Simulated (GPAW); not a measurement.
A computed O K-edge spectrum of one site in a crystal of O, Sr and Ti, with its zero at a photon energy of about 526.1 eV (raw 534.9 eV, less 8.8 eV of added terms; LDA puts this hole about 4 eV below PBE, itself good to a few eV). Method: GPAW, LDA + U, excited-electron core hole (neutral cell) in a small cell, dipole transitions, broadening that rises with energy.

Energy from the lowest empty level; intensity scaled to a mean of 1 over the first 20 eV:

```
E (eV)  intensity
  -2.0       0.00
  -1.5       0.00
  -1.0       0.00
  -0.5       0.08
   0.0       0.50
   0.5       1.27
   1.0       1.44
   1.5       1.31
   2.0       1.56
   2.5       1.49
   3.0       1.41
   3.5       1.51
   4.0       1.62
   4.5       1.63
   5.0       1.43
   5.5       1.01
   6.0       0.72
   6.5       0.58
   7.0       0.62
   7.5       0.75
   8.0       0.78
   8.5       0.75
   9.0       0.75
   9.5       0.87
  10.0       1.13
  10.5       1.48
  11.0       1.73
  11.5       1.70
  12.0       1.40
  12.5       1.01
  13.0       0.68
  13.5       0.46
  14.0       0.35
  14.5       0.32
  15.0       0.35
  15.5       0.44
  16.0       0.56
  16.5       0.69
  17.0       0.80
  17.5       0.89
  18.0       0.94
  18.5       0.96
  19.0       0.94
  19.5       0.88
  20.0       0.79
  20.5       0.71
  21.0       0.64
  21.5       0.59
  22.0       0.56
  22.5       0.54
  23.0       0.53
  23.5       0.52
  24.0       0.53
  24.5       0.55
  25.0       0.57
  25.5       0.61
  26.0       0.64
  26.5       0.68
  27.0       0.72
  27.5       0.75
  28.0       0.78
  28.5       0.81
  29.0       0.83
  29.5       0.86
  30.0       0.89
  30.5       0.93
  31.0       0.97
  31.5       1.01
```

**Question.** What surroundings does the absorber have?

A K edge sees empty p states; the first features are O p mixed into the empty d states of the Ti neighbours, and the broad ones above probably into the cations' higher empty bands. It is atom 5 of Sr2Ti2O5 (Cmmm), with 2 Ti at 1.95 Å (linear, site symmetry mmm). Its main maxima below 24 eV lie at 0.8 eV (1.50), 2.1 eV (1.57), 4.4 eV (1.64), 7.9 eV (0.78), 11.2 eV (1.76) and 18.5 eV (0.96). A near-edge spectrum doesn't fix the structure by itself; it is matched against candidates. The unit cell's mesh shows no gap over 0.35 eV. That is right for a metallic compound; for a small-gap or correlated insulator it would be the fault of the functional or of the assumed magnetic order, and the hole would be screened too well. The crystal has 3 inequivalent O sites and not all are shown here, while a measurement adds them all. The mesh is coarse (0.28 Å⁻¹ between points), so small maxima may be mesh ripples. The structure is a computed Materials Project entry and may be a hypothetical form.

[Banner, clock and machine lines of the logs are left out without a mark of their own.]

[Logs are printed without paths, hosts, clocks, repeated set-up lines and the standing remarks that a program may print on its own settings, such as how far it seeks lower states.]

[Hosts, paths, dates, database ids (printed as entryN), source tags and the programs' standing remarks are cut or masked in the printed files.]

[Lists of maxima count a maximum above −3 eV only where it reaches 4 % of the highest in the window and stands out from its surroundings by 2 % of it (1.5 % where it reaches 55 %); shoulders and weaker maxima are passed over, and of the rest the first, up to two pre-edge ones and the few strongest are named.]
